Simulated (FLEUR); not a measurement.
**Collinear magnetic orders of free-standing square Eu monolayer, spacing 3.816 A with FLEUR**

Does free-standing square Eu monolayer, spacing 3.816 A prefer parallel or opposed moments?

Method: LDA (VWN) with U = 3.6 eV on Eu f; all-electron FLAPW film, Dirac cores, scalar-relativistic bands, in FLEUR MaX-R8.1.

Report form: the programs' logs are mostly left out.

### 1. Starting point

The cell holds 1 atom: 1 Eu. Cell: a = 3.816 Å, b = 3.816 Å, c = 14.000 Å, α = 90.0°, β = 90.0°, γ = 90.0°. Model lattice. Vacuum lies along c.

### 2. Order 1, typed as ferro +

The parallel start is the test of whether parallel moments hold. The U counters the self-interaction that shrinks the moments of a localised shell.

The file n_mmp_mat seeds the f occupations with whole cubic orbitals by Hund's first rule, so that the U acts from the first pass. inpgen writes inp.xml from crystal.txt; cutoffs, mixing, functional, smearing and local orbitals are then set in the file. The k list default-1 (kpts.xml, not shown) is a Γ-centred 8×8×1 mesh; where the ranks do not divide the number of points, some are split in two of half the weight.

inp.xml

```
<?xml version="1.0" encoding="UTF-8" standalone="no"?>
<fleurInput fleurInputVersion="0.39">
   <comment>
      Eu
   </comment>
   <calculationSetup>
      <cutoffs Kmax="3.6" Gmax="10.8" GmaxXC="10.8" numbands="0"/>
      <scfLoop itmax="130" minDistance="0.0001" maxIterBroyd="15" imix="Anderson" alpha="0.03" precondParam="0.0" spinf="2.0" sdNocoIR="T"/>
      <coreElectrons ctail="T" frcor="F" kcrel="0" coretail_lmax="0"/>
      <xcFunctional name="vwn" relativisticCorrections="F"/>
      <magnetism jspins="2"/>
      <soc l_soc="F" theta="0.0" phi="0.0" spav="F"/>
      <expertModes spex="0" secvar="F"/>
      <geometryOptimization l_f="F" forcealpha="1.0" forcemix="BFGS" epsdisp="0.00001" epsforce="0.00001"/>
      <ldaU l_linMix="F" mixParam="0.05" spinf="1.0"/>
   </calculationSetup>
   <cell>
      <bzIntegration valenceElectrons="17.0" mode="hist" fermiSmearingEnergy="0.00110248">
         <kPointListSelection listName="default-1"/>
         <xi:include xmlns:xi="http://www.w3.org/2001/XInclude" href="kpts.xml"> </xi:include>
      </bzIntegration>
      <xi:include xmlns:xi="http://www.w3.org/2001/XInclude" href="sym.xml"> </xi:include>
      <filmLattice scale="1.0" dVac="6.4" dTilda="8.9">
         <bravaisMatrixFilm>
            <row-1>    7.2111948914735997     0.0000000000000000</row-1>
            <row-2>    0.0000000000000000     7.2111948914735997</row-2>
         </bravaisMatrixFilm>
         <vacuumEnergyParameters vacuum="1" spinUp="-.25" spinDown="-.25"/>
      </filmLattice>
   </cell>
   <atomSpecies>
      <species name="Europium (7.000" element="Eu" atomicNumber="63">
         <mtSphere radius="2.8" gridPoints="925" logIncrement="0.014"/>
         <atomicCutoffs lmax="10" lnonsphr="8"/>
         <electronConfig flipSpins="F">
            <coreConfig>(1s1/2) (2s1/2) (2p1/2) (2p3/2) (3s1/2) (3p1/2) (3p3/2) (4s1/2) (3d3/2) (3d5/2) (4p1/2) (4p3/2) (4d3/2) (4d5/2)</coreConfig>
            <valenceConfig>(5s1/2) (5p1/2) (5p3/2) (6s1/2) (4f5/2) (4f7/2)</valenceConfig>
            <stateOccupation state="(4f5/2)" spinUp="3.0" spinDown="0.0"/>
            <stateOccupation state="(4f7/2)" spinUp="4.0" spinDown="0.0"/>
         </electronConfig>
         <energyParameters s="6" p="6" d="5" f="4"/>
         <ldaU l="3" U="3.6" J="0.0" l_amf="F"/>
         <lo type="SCLO" l="0" n="5" eDeriv="0"/>
         <lo type="SCLO" l="1" n="5" eDeriv="0"/>
      </species>
   </atomSpecies>
   <atomGroups>
      <atomGroup species="Europium (7.000">
         <filmPos label="                   1">.0000000000 .0000000000 .0000000000</filmPos>
         <force calculate="T" relaxXYZ="TTT"/>
      </atomGroup>
   </atomGroups>
   <output dos="F" band="F" slice="F">
      <bandDOS minEnergy="-.5*Htr" maxEnergy="0.5*Htr" sigma="0.015" storeEVData="T"/>
      <plotting iplot="0" polar="F">
         <plot TwoD="T" vec1="  1.0  0.0  0.0" vec2="  0.0  1.0  0.0" vec3="  0.0  0.0  1.0" zero="  0.0  0.0 -0.5" file="plot"/>
      </plotting>
      <moessbauerParams electricFieldGradient="F" isomerShift="F" coreHyperfine="F" valenceHyperfine="F"/>
   </output>
</fleurInput>
```

crystal.txt

```
Eu
&input film=T cartesian=F /
3.81600000000  0.00000000000  0.00000000000
0.00000000000  3.81600000000  0.00000000000
0.00000000000  0.00000000000  1.00000000000
1.8897261246
1.0 1.0 1.0

1
63 0.00000000000  0.00000000000  0.00000000000 : 7.000

&kpt div1=8 div2=8 div3=1 gamma=T /
```

Run with:

```bash
> OMP_NUM_THREADS=1 inpgen -f crystal.txt > inpgen.log  # inp.xml is then edited as shown
> OMP_NUM_THREADS=1 mpirun -n 4 fleur_MPI > fleur.log
```

Wall time 15 s (4 MPI ranks of Arm Neoverse V2, shared host); peak memory 0.24 GiB.

This step gave:

- free energy: -295109.3851 eV
- program's band gap on this mesh (in a metal only a level spacing): 0.009372 eV
- magnetization: 7.249 μB
- final state: ferromagnetic
- largest moment: 7.023 μB

After 22 cycles the largest moment stands at 7.02 μB.

### 3. Start 2: antiferro q=(1/2,1/2,0) +-

Reversing part of the moments tests the sign of the couplings between them.

This order needs a doubled cell of 2 atoms. The mesh is halved along the doubled vector, so that both cells sample the same points. The k list default-1 (kpts.xml, not shown) is a Γ-centred 4×8×1 mesh.

inp.xml: that of step 2 with these lines changed.

```diff
@@ -17,3 +17,3 @@
    <cell>
-      <bzIntegration valenceElectrons="17.0" mode="hist" fermiSmearingEnergy="0.00110248">
+      <bzIntegration valenceElectrons="34.0" mode="hist" fermiSmearingEnergy="0.00110248">
          <kPointListSelection listName="default-1"/>
@@ -24,4 +24,4 @@
          <bravaisMatrixFilm>
-            <row-1>    7.2111948914735997     0.0000000000000000</row-1>
-            <row-2>    0.0000000000000000     7.2111948914735997</row-2>
+            <row-1>   14.4223897829471994     0.0000000000000000</row-1>
+            <row-2>    7.2111948914735997     7.2111948914735997</row-2>
          </bravaisMatrixFilm>
@@ -45,2 +45,16 @@
       </species>
+      <species name="Europium (-7.000" element="Eu" atomicNumber="63">
+         <mtSphere radius="2.8" gridPoints="925" logIncrement="0.014"/>
+         <atomicCutoffs lmax="10" lnonsphr="8"/>
+         <electronConfig flipSpins="F">
+            <coreConfig>(1s1/2) (2s1/2) (2p1/2) (2p3/2) (3s1/2) (3p1/2) (3p3/2) (4s1/2) (3d3/2) (3d5/2) (4p1/2) (4p3/2) (4d3/2) (4d5/2)</coreConfig>
+            <valenceConfig>(5s1/2) (5p1/2) (5p3/2) (6s1/2) (4f5/2) (4f7/2)</valenceConfig>
+            <stateOccupation state="(4f5/2)" spinUp="0.0" spinDown="3.0"/>
+            <stateOccupation state="(4f7/2)" spinUp="0.0" spinDown="4.0"/>
+         </electronConfig>
+         <energyParameters s="6" p="6" d="5" f="4"/>
+         <ldaU l="3" U="3.6" J="0.0" l_amf="F"/>
+         <lo type="SCLO" l="0" n="5" eDeriv="0"/>
+         <lo type="SCLO" l="1" n="5" eDeriv="0"/>
+      </species>
    </atomSpecies>
@@ -49,2 +63,6 @@
          <filmPos label="                   1">.0000000000 .0000000000 .0000000000</filmPos>
+         <force calculate="T" relaxXYZ="TTT"/>
+      </atomGroup>
+      <atomGroup species="Europium (-7.000">
+         <filmPos label="                   2">1.000/2.000 .0000000000 .0000000000</filmPos>
          <force calculate="T" relaxXYZ="TTT"/>
```

crystal.txt

```
Eu
&input film=T cartesian=F /
7.63200000000  0.00000000000  0.00000000000
3.81600000000  3.81600000000  0.00000000000
0.00000000000  0.00000000000  1.00000000000
1.8897261246
1.0 1.0 1.0

2
63 0.00000000000  0.00000000000  0.00000000000 : 7.000
63 0.50000000000  0.00000000000  0.00000000000 : -7.000

&kpt div1=4 div2=8 div3=1 gamma=T /
```

Run time: 38 s. Hardware: 4 MPI ranks; peak memory 0.52 GiB.

This step gave:

```
free energy                                                       : -590218.7435 eV
program's band gap on this mesh (in a metal only a level spacing) : 0.06304 eV
magnetization                                                     : 0 μB
final state                                                       : antiferromagnetic
largest moment                                                    : 6.981 μB
```

It lies 13.4 meV a seeded atom over the first start, and its largest moment is 6.98 μB against 7.02 μB.

### 4. Run 3 (antiferro q=(0,1/2,0) +-)

An opposed order shows whether neighbours prefer unlike signs.

The cell is doubled to 2 atoms to hold this order. The mesh is halved along the doubled vector, so that both cells sample the same points. The k list default-1 (kpts.xml, not shown) is a Γ-centred 8×4×1 mesh.

inp.xml: that of step 3 with these lines changed.

```diff
@@ -24,4 +24,4 @@
          <bravaisMatrixFilm>
-            <row-1>   14.4223897829471994     0.0000000000000000</row-1>
-            <row-2>    7.2111948914735997     7.2111948914735997</row-2>
+            <row-1>    7.2111948914735997     0.0000000000000000</row-1>
+            <row-2>    0.0000000000000000    14.4223897829471994</row-2>
          </bravaisMatrixFilm>
@@ -66,3 +66,3 @@
       <atomGroup species="Europium (-7.000">
-         <filmPos label="                   2">1.000/2.000 .0000000000 .0000000000</filmPos>
+         <filmPos label="                   2">.0000000000 1.000/2.000 .0000000000</filmPos>
          <force calculate="T" relaxXYZ="TTT"/>
```

crystal.txt

```
Eu
&input film=T cartesian=F /
3.81600000000  0.00000000000  0.00000000000
0.00000000000  7.63200000000  0.00000000000
0.00000000000  0.00000000000  1.00000000000
1.8897261246
1.0 1.0 1.0

2
63 0.00000000000  0.00000000000  0.00000000000 : 7.000
63 0.00000000000  0.50000000000  0.00000000000 : -7.000

&kpt div1=8 div2=4 div3=1 gamma=T /
```

Run time: 45 s. Hardware: 4 MPI ranks; peak memory 0.51 GiB; 3 min of CPU time.

Spin moment in the muffin-tin sphere by atom:

```tsv
atom	spin moment in the muffin-tin sphere (μB)
Eu1	7.03
Eu2	-7.03
```

This step gave:

```
free energy                                                       : -590218.7835 eV
program's band gap on this mesh (in a metal only a level spacing) : 0.06321 eV
magnetization                                                     : 0 μB
final state                                                       : antiferromagnetic
```

It lies 6.64 meV a seeded atom under the first start, and its largest moment is 7.03 μB against 7.02 μB.

### 5. Start 4: no spin polarisation

A spinless run shows what the cell costs with no moments; under a U that can hold a penalty on part-filled orbitals beside the lost exchange.

The k list default-1 (kpts.xml, not shown) is a Γ-centred 8×8×1 mesh.

inp.xml

```
<?xml version="1.0" encoding="UTF-8" standalone="no"?>
<fleurInput fleurInputVersion="0.39">
   <comment>
      Eu
   </comment>
   <calculationSetup>
      <cutoffs Kmax="3.6" Gmax="10.8" GmaxXC="10.8" numbands="0"/>
      <scfLoop itmax="130" minDistance="0.0001" maxIterBroyd="15" imix="Anderson" alpha="0.03" precondParam="0.0" spinf="2.0" sdNocoIR="T"/>
      <coreElectrons ctail="T" frcor="F" kcrel="0" coretail_lmax="0"/>
      <xcFunctional name="vwn" relativisticCorrections="F"/>
      <magnetism jspins="1"/>
      <soc l_soc="F" theta="0.0" phi="0.0" spav="F"/>
      <expertModes spex="0" secvar="F"/>
      <geometryOptimization l_f="F" forcealpha="1.0" forcemix="BFGS" epsdisp="0.00001" epsforce="0.00001"/>
      <ldaU l_linMix="F" mixParam="0.05" spinf="1.0"/>
   </calculationSetup>
   <cell>
      <bzIntegration valenceElectrons="17.0" mode="hist" fermiSmearingEnergy="0.00110248">
         <kPointListSelection listName="default-1"/>
         <xi:include xmlns:xi="http://www.w3.org/2001/XInclude" href="kpts.xml"> </xi:include>
      </bzIntegration>
      <xi:include xmlns:xi="http://www.w3.org/2001/XInclude" href="sym.xml"> </xi:include>
      <filmLattice scale="1.0" dVac="6.4" dTilda="8.9">
         <bravaisMatrixFilm>
            <row-1>    7.2111948914735997     0.0000000000000000</row-1>
            <row-2>    0.0000000000000000     7.2111948914735997</row-2>
         </bravaisMatrixFilm>
         <vacuumEnergyParameters vacuum="1" spinUp="-.25" spinDown="-.25"/>
      </filmLattice>
   </cell>
   <atomSpecies>
      <species name="Europium (Eu)" element="Eu" atomicNumber="63">
         <mtSphere radius="2.8" gridPoints="925" logIncrement="0.014"/>
         <atomicCutoffs lmax="10" lnonsphr="8"/>
         <electronConfig flipSpins="F">
            <coreConfig>(1s1/2) (2s1/2) (2p1/2) (2p3/2) (3s1/2) (3p1/2) (3p3/2) (4s1/2) (3d3/2) (3d5/2) (4p1/2) (4p3/2) (4d3/2) (4d5/2)</coreConfig>
            <valenceConfig>(5s1/2) (5p1/2) (5p3/2) (6s1/2) (4f5/2) (4f7/2)</valenceConfig>
            <stateOccupation state="(4f5/2)" spinUp="1.500000" spinDown="1.500000"/>
            <stateOccupation state="(4f7/2)" spinUp="2.000000" spinDown="2.000000"/>
         </electronConfig>
         <energyParameters s="6" p="6" d="5" f="4"/>
         <ldaU l="3" U="3.6" J="0.0" l_amf="F"/>
         <lo type="SCLO" l="0" n="5" eDeriv="0"/>
         <lo type="SCLO" l="1" n="5" eDeriv="0"/>
      </species>
   </atomSpecies>
   <atomGroups>
      <atomGroup species="Europium (Eu)">
         <filmPos label="                   1">.0000000000 .0000000000 .0000000000</filmPos>
         <force calculate="T" relaxXYZ="TTT"/>
      </atomGroup>
   </atomGroups>
   <output dos="F" band="F" slice="F">
      <bandDOS minEnergy="-.5*Htr" maxEnergy="0.5*Htr" sigma="0.015" storeEVData="T"/>
      <plotting iplot="0" polar="F">
         <plot TwoD="T" vec1="  1.0  0.0  0.0" vec2="  0.0  1.0  0.0" vec3="  0.0  0.0  1.0" zero="  0.0  0.0 -0.5" file="plot"/>
      </plotting>
      <moessbauerParams electricFieldGradient="F" isomerShift="F" coreHyperfine="F" valenceHyperfine="F"/>
   </output>
</fleurInput>
```

crystal.txt

```
Eu
&input film=T cartesian=F /
3.81600000000  0.00000000000  0.00000000000
0.00000000000  3.81600000000  0.00000000000
0.00000000000  0.00000000000  1.00000000000
1.8897261246
1.0 1.0 1.0

1
63 0.00000000000  0.00000000000  0.00000000000

&kpt div1=8 div2=8 div3=1 gamma=T /
```

The job ended after 12 s (4 MPI ranks; peak memory 0.19 GiB; 47 s of CPU time).

Numbers from this step:

- free energy: -295098.9882 eV
- program's band gap on this mesh (in a metal only a level spacing): 0.008291 eV
- final state: non-magnetic (no spin polarisation)

It lies 10397 meV a seeded atom over the first start.

### 6. An attempt with other settings

A slip in the input shows what the program catches and what it lets pass.

inp.xml: that of step 2 with these lines changed.

```diff
@@ -6,4 +6,4 @@
    <calculationSetup>
-      <cutoffs Kmax="3.6" Gmax="10.8" GmaxXC="10.8" numbands="0"/>
-      <scfLoop itmax="130" minDistance="0.0001" maxIterBroyd="15" imix="Anderson" alpha="0.03" precondParam="0.0" spinf="2.0" sdNocoIR="T"/>
+      <cutoffs Kmax="1.6" Gmax="4.8" GmaxXC="4.8" numbands="0"/>
+      <scfLoop itmax="75" minDistance="0.0001" maxIterBroyd="15" imix="Anderson" alpha="0.03" precondParam="0.0" spinf="2.0" sdNocoIR="T"/>
       <coreElectrons ctail="T" frcor="F" kcrel="0" coretail_lmax="0"/>
```

crystal.txt is that of step 2.

Elapsed: 12 s, on 4 MPI ranks; peak memory 0.19 GiB; 47 s of CPU time.

The run converged, but its input is faulty, so its numbers are not to be trusted.

The fault in the input: a cutoff far too low.

Side by side:

```tsv
quantity	this run	first run	difference
largest moment (μB)	0	7.0231	-7.02
magnetization (μB)	0	7.2493	-7.25
free energy (eV)	-295052.63	-295109.39	56.8
```

The two runs differ clearly in the largest moment: 0 μB against 7.02 μB.

Too few augmented waves can't hold the states between the spheres; radius times Kmax of 7 to 8 is usual.

### 7. Energies of the orders

Free energies are divided by the number of seeded atoms, so that cells of unlike size compare. Wavevectors q in the names are fractions of the primitive cell's reciprocal vectors.

Orders:

```tsv
start	final state	typed order kept	energy over the lowest (meV a seeded atom)	largest sphere moment (μB)	net moment (μB a primitive cell)	mesh matched	CPU time (s)
ferro +	ferromagnetic	yes	6.635	7.023	7.249	yes	60.83
antiferro q=(1/2,1/2,0) +-	antiferromagnetic	yes	20	6.981	0	yes	151.3
antiferro q=(0,1/2,0) +-	antiferromagnetic	yes	0	7.032	0	yes	178.5
no spin polarisation	non-magnetic	-	10404	0	0	yes	47.27
```

### 8. Spin–orbit coupling, moments along z

Spin–orbit coupling ties the spins to the lattice and lets orbital moments form.

A new self-consistent run of the start antiferro q=(0,1/2,0) +-, with the moments along z. Here n_mmp_mat seeds f states of whole m by Hund's three rules. The k list default-1 (kpts.xml, not shown) is a Γ-centred 8×4×1 mesh.

inp.xml: that of step 2 with these lines changed.

```diff
@@ -6,3 +6,3 @@
    <calculationSetup>
-      <cutoffs Kmax="3.6" Gmax="10.8" GmaxXC="10.8" numbands="0"/>
+      <cutoffs Kmax="3.6" Gmax="10.8" GmaxXC="10.8" numbands="74"/>
       <scfLoop itmax="130" minDistance="0.0001" maxIterBroyd="15" imix="Anderson" alpha="0.03" precondParam="0.0" spinf="2.0" sdNocoIR="T"/>
@@ -11,3 +11,3 @@
       <magnetism jspins="2"/>
-      <soc l_soc="F" theta="0.0" phi="0.0" spav="F"/>
+      <soc l_soc="T" theta="0.0" phi="0.0" spav="F"/>
       <expertModes spex="0" secvar="F"/>
@@ -17,3 +17,3 @@
    <cell>
-      <bzIntegration valenceElectrons="17.0" mode="hist" fermiSmearingEnergy="0.00110248">
+      <bzIntegration valenceElectrons="34.0" mode="hist" fermiSmearingEnergy="0.00110248">
          <kPointListSelection listName="default-1"/>
@@ -25,3 +25,3 @@
             <row-1>    7.2111948914735997     0.0000000000000000</row-1>
-            <row-2>    0.0000000000000000     7.2111948914735997</row-2>
+            <row-2>    0.0000000000000000    14.4223897829471994</row-2>
          </bravaisMatrixFilm>
@@ -45,2 +45,16 @@
       </species>
+      <species name="Europium (-7.000" element="Eu" atomicNumber="63">
+         <mtSphere radius="2.8" gridPoints="925" logIncrement="0.014"/>
+         <atomicCutoffs lmax="10" lnonsphr="8"/>
+         <electronConfig flipSpins="F">
+            <coreConfig>(1s1/2) (2s1/2) (2p1/2) (2p3/2) (3s1/2) (3p1/2) (3p3/2) (4s1/2) (3d3/2) (3d5/2) (4p1/2) (4p3/2) (4d3/2) (4d5/2)</coreConfig>
+            <valenceConfig>(5s1/2) (5p1/2) (5p3/2) (6s1/2) (4f5/2) (4f7/2)</valenceConfig>
+            <stateOccupation state="(4f5/2)" spinUp="0.0" spinDown="3.0"/>
+            <stateOccupation state="(4f7/2)" spinUp="0.0" spinDown="4.0"/>
+         </electronConfig>
+         <energyParameters s="6" p="6" d="5" f="4"/>
+         <ldaU l="3" U="3.6" J="0.0" l_amf="F"/>
+         <lo type="SCLO" l="0" n="5" eDeriv="0"/>
+         <lo type="SCLO" l="1" n="5" eDeriv="0"/>
+      </species>
    </atomSpecies>
@@ -49,2 +63,6 @@
          <filmPos label="                   1">.0000000000 .0000000000 .0000000000</filmPos>
+         <force calculate="T" relaxXYZ="TTT"/>
+      </atomGroup>
+      <atomGroup species="Europium (-7.000">
+         <filmPos label="                   2">.0000000000 1.000/2.000 .0000000000</filmPos>
          <force calculate="T" relaxXYZ="TTT"/>
```

crystal.txt

```
Eu
&input film=T cartesian=F /
3.81600000000  0.00000000000  0.00000000000
0.00000000000  7.63200000000  0.00000000000
0.00000000000  0.00000000000  1.00000000000
1.8897261246
1.0 1.0 1.0

2
63 0.00000000000  0.00000000000  0.00000000000 : 7.000
63 0.00000000000  0.50000000000  0.00000000000 : -7.000

&soc 0.0000000 0.0000000 /
&kpt div1=8 div2=4 div3=1 gamma=T /
```

The job ended after 1.7 min (4 MPI ranks; peak memory 0.79 GiB).

Read from the output:

```
free energy                                                       : -590219.2404 eV
program's band gap on this mesh (in a metal only a level spacing) : 0.06331 eV
magnetization                                                     : 0 μB
final state                                                       : antiferromagnetic
largest moment                                                    : 7.021 μB
orbital moment along the spin                                     : -0.01222 μB
```

Orbital moment in the sphere, along the spin axis by atom:

```tsv
atom	orbital moment in the sphere, along the spin axis (μB)
Eu1	-0.0122
Eu2	0.0122
```

### 9. Summary of results

```yaml
lowest_state_found: antiferromagnetic (typed antiferro q=(0,1/2,0) +-)
largest_site_spin_moment: 7.03 μB
next_finished_state: ferromagnetic, 6.64 meV a seeded atom higher
spinless_run_over_the_lowest_under_a_u_no_clean_measure_of_the_moments: 10404 meV a seeded atom
orbital_moment_on_the_atom_of_largest_spin_along_its_spin_spin_orbit_run: -0.0122 μB
spin_plus_orbital_moment: Eu 7.01 μB
```

In words: The lowest state found is antiferromagnetic, reached from the start antiferro q=(0,1/2,0) +-, with moments up to 7.03 μB. The next finished state costs 6.6 meV a seeded atom. Under a U a spinless run can be left with part-filled orbitals, which the U penalises, or fall into a low-spin state, so its energy is no clean measure of what the moments gain. The shell is near half filling, where Hund's rules give no orbital moment. Only 4 starts were tried; other patterns of signs, canted and longer-period orders were not. The f shell is half filled, so the spin-only picture is fair.

[Logs and program files are shortened in this print: banners, set-up blocks, solver, clock and traceback lines can be left out without a mark of their own.]

[Logs are printed without paths, hosts, clocks, repeated set-up lines and the standing remarks that a program may print on its own settings, such as how far it seeks lower states.]

[Hosts, paths, dates, database ids (printed as entryN), source tags and the programs' standing remarks are cut or masked in the printed files.]

[Where a cell is said to come from a database of computed structures, the database is the Materials Project.]
